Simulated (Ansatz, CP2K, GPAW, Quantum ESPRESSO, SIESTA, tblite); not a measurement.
# GPAW runs on twisted graphene monolayer on bilayer, 77.90° (186 atoms), part 2 of 2

Aim: run twisted graphene monolayer on bilayer, 77.90° (186 atoms) in GPAW and see how near its forces come to a plane-wave reference, and at what cost.

Program: GPAW 26.7.0; the method stands at each step. Banners, paths, timers and routine set-up lines are dropped from the logs unmarked, and long logs keep their key lines alone; longer cuts are marked.

So far. Step 3 (PBE, LCAO dzp, h 0.2 Å, other mixer settings): Against the first run (7.1 %), the force difference from the reference is 7.1 %, at 1.3 times the CPU time: another solver or mixer reaches the same state. Step 4 (PBE, LCAO sz(dzp), h 0.2 Å): Against the first run (7.1 %), the force difference from the reference is 31 %, at 0.13 times the CPU time (on 1 against 4 cores), with 744 basis functions against 2418: the smaller basis costs accuracy.

### Step 5. PBE, LCAO szp(dzp), h 0.2 Å

Method: Kohn-Sham DFT, PBE, PAW, atomic orbitals (szp(dzp)).

Contents of run.py:

```python
import numpy as np
from ase.io import read
from gpaw import GPAW, FermiDirac
from ase.parallel import parprint as print

atoms = read("structure.xyz")
atoms.calc = GPAW(
    mode="lcao",
    basis="szp(dzp)",
    h=0.2,
    xc="PBE",
    kpts={"size": (1, 1, 1), "gamma": True},
    occupations=FermiDirac(0.05),
    maxiter=200,
    symmetry={"point_group": False},
    txt="gpaw.txt",
)
energy = atoms.get_potential_energy(force_consistent=True)
forces = atoms.get_forces()
print(f"energy {energy:.6f} eV")
print("forces (eV/A)")
for i, (a, f) in enumerate(zip(atoms, forces)):
    print(f"{i:4d} {a.symbol:2s} {f[0]:10.5f} {f[1]:10.5f} {f[2]:10.5f}")
print(f"Fermi level {atoms.calc.get_fermi_level():.4f} eV")
for k in range(len(atoms.calc.get_ibz_k_points())):
    for s in range(atoms.calc.get_number_of_spins()):
        e = atoms.calc.get_eigenvalues(kpt=k, spin=s)
        n = np.searchsorted(e, atoms.calc.get_fermi_level())
        print(f"k {k} spin {s} levels about the Fermi level:", np.round(e[max(n - 6, 0):n], 4).tolist(), "|", np.round(e[n:n + 6], 4).tolist())
```

Contents of structure.xyz:

```xyz
186
Lattice="13.69670 0.00000 0.00000 -6.84835 11.86169 0.00000 0.00000 0.00000 20.69000" Properties=species:S:1:pos:R:3 pbc="T T T"
[... 186 atom lines left out: the same atoms as in the first run ...]
```

The run is started by

```console
OMP_NUM_THREADS=1 mpirun -np 2 gpaw python run.py > output.txt
```

Log:

```text
energy -1494.426077 eV
forces (eV/A)
   0 C    -3.92123    1.84400   -0.02073
   1 C     1.93617   -0.22350    0.09238
   2 C    -2.26807   -5.19386    0.05786
   3 C     2.22595    0.40826   -0.02557
   4 C    -4.63511    1.86526    0.41633
   5 C     3.24999    3.32970    0.08565
   6 C    -1.87968    2.51428   -0.39019
   7 C     4.12412   -1.72612    0.02290
   8 C    -1.13982    0.45215   -0.33765
   9 C    -1.81024   -3.41680    0.51614
  10 C     2.25713   -2.91760   -0.02038
  11 C     0.84720    2.93454    0.06633
[...]
181 C    -1.04055    0.60743    0.14234
 182 C     5.48931    2.74912   -0.10539
 183 C    -4.14115    0.53967   -0.08584
 184 C     5.96778   -1.07465   -0.18380
 185 C     0.56507   -0.08570   -0.43463
Fermi level -0.8780 eV
k 0 spin 0 levels about the Fermi level: [-2.5618, -2.5391, -2.4972, -2.4641, -2.4267, -2.3528] | [0.3297, 0.3871, 0.4749, 0.5003, 0.5237, 0.5489]
```

gpaw.txt:

```text
Input parameters:
  mode=LCAO(),
  basis={'default': 'szp(dzp)'},
  h=0.2,
  kpts=MonkhorstPack(size=(1, 1, 1), gamma=True),
  maxiter=200,
  occupations=Occupations(name='fermi-dirac', width=0.05, fixmagmom=False),
  symmetry=Symmetry(point_group=False),
  xc=XC(name='PBE')
[... lines left out ...]
  Fermi-Dirac:
[... lines left out ...]
convergence criteria:
- Maximum [total energy] change in last 3 cyles: 0.0005 eV / valence electron
[... lines left out ...]
Converged in 9 steps
[... lines left out ...]
  Free energy:   -1494.426077
[... lines left out ...]
Fermi level: -0.878
[... lines left out ...]
|          0 |       -20.969 |     2.000 |
|        ... |               |           |
|        364 |        -2.607 |     2.000 |
|        365 |        -2.599 |     2.000 |
[...]
|        379 |         0.586 |     0.000 |
|        ... |               |           |
|        450 |         6.221 |     0.000 |
Gap: 2.682 eV
Transition (v -> c):
  (s=0, k=0, n=371, [0.00, 0.00, 0.00]) -> (s=0, k=0, n=372, [0.00, 0.00, 0.00])
No difference between direct/indirect transitions
Force computation time: 16.953  # s
timing:  # [seconds]
  Total:  100.608  # ━━━━━━━━━━━━━━━━━━━━━━━━━━━━━━━━━━━━━━━━━━━━━━━━━━━━━━━━
  Init:     8.208  # ━━━━╸
  SCF:     75.439  # ━━━━━━━━━━━━━━━━━━━━━━━━━━━━━━━━━━━━━━━━━━
  Forces:  16.953  # ━━━━━━━━━╸
```

It took 1.7 min on 2 MPI ranks of Arm Neoverse V1, shared host; peak memory 2 GiB; 3.4 min of CPU time.

Numbers from this run, and their distance from the reference:

```
r.m.s. force component                  : 1.99 eV/Å
r.m.s. difference of force components   : 242.7 meV/Å
longest difference of force vectors     : 1167 meV/Å
force difference over r.m.s. force      : 13.03 %
slope of forces against the reference's : 1.063
correlation of force components         : 0.9943
```

This is a coarse setting, run to see what it loses.

Against the first run (7.1 %), the force difference from the reference is 13 %, at 0.37 times the CPU time (on 2 against 4 cores), with 1674 basis functions against 2418: the smaller basis costs accuracy.

### Step 6. The ladder

Differences are against the plane-wave reference, forces as r.m.s. over components; share is that over the reference's r.m.s. force, slope the least-squares factor from reference forces to these. Total energies of different programs have different zeros and aren't compared.

```
                                              run  Δ force, r.m.s. (meV/Å)  share (%)  slope  cores  CPU time  memory (GiB)
                                        reference                        -          -      -      4   7.3 min           4.5
                      GPAW PBE, LCAO dzp, h 0.2 Å                      131       7.06  1.060      4   9.2 min           4.0
GPAW PBE, LCAO dzp, h 0.2 Å, other mixer settings                      133       7.14  1.061      4    12 min           4.0
         GPAW PBE, LCAO sz(dzp), h 0.2 Å (coarse)                      577       31.0  1.257      1      69 s           1.4
        GPAW PBE, LCAO szp(dzp), h 0.2 Å (coarse)                      243       13.0  1.063      2   3.4 min           2.0
```

Rows marked coarse were listed beforehand as settings not expected to be converged; some can still land near the reference.

CPU time is summed over cores on a shared host, where runs went side by side, so it is rough. Symmetry, cutoffs, thresholds, outputs and thread counts weren't matched or tuned between programs; memory under MPI is the largest rank's times the ranks.

Within one program, basis, potentials and functional, energies share a zero. Each run against its twin at the usual cutoff or grid and solver:

```
                                              run               twin  Δ energy (meV/atom)  Δ force, r.m.s. (meV/Å)  CPU time over the twin's
GPAW PBE, LCAO dzp, h 0.2 Å, other mixer settings  LCAO dzp, h 0.2 Å              -1.0e-4                     2.83                       1.3
```

### Step 7. Results

| Quantity | Value |
| --- | --- |
| nearest in forces | a tie at 7.1 % of 2 runs: GPAW PBE, LCAO dzp, h 0.2 Å; GPAW PBE, LCAO dzp, h 0.2 Å, other mixer settings |

What this shows: The PBE runs in local orbitals, coarse settings apart, differ by 7.1 % in each run; basis, grid and potentials can all enter. Runs with settings chosen to be coarse differ by 13 % (GPAW PBE, LCAO szp(dzp), h 0.2 Å) to 31 % (GPAW PBE, LCAO sz(dzp), h 0.2 Å), their programs' other errors included. Of the electronic-structure runs that take under half the reference's CPU time, GPAW PBE, LCAO szp(dzp), h 0.2 Å comes nearest, at 13 % in 3.4 min against 7.3 min. GPAW PBE, LCAO sz(dzp), h 0.2 Å stiffens the forces by a factor of 1.26 while following their directions (correlation 0.991); the slopes of the 4 GPAW runs lie between 1.06 and 1.26. The reference's PBE has no dispersion term, which matters for the binding between molecules or layers. One k-point is far too coarse for the carbon or group-IV sheet, and it can put spurious forces of up to about 1 eV/Å on the sheet's atoms. The electronic-structure runs sample only Γ, in a cell whose shortest periodic width is 12 Å.

[Also dropped from logs without a mark: logging warnings of Python, and SIESTA's first energy breakdown and zero terms.]

[Logs are printed without paths, hosts, clocks, repeated set-up lines and the standing remarks that a program may print on its own settings, such as how far it seeks lower states.]

[Hosts, paths, dates, database ids (printed as entryN), source tags and the programs' standing remarks are cut or masked in the printed files.]
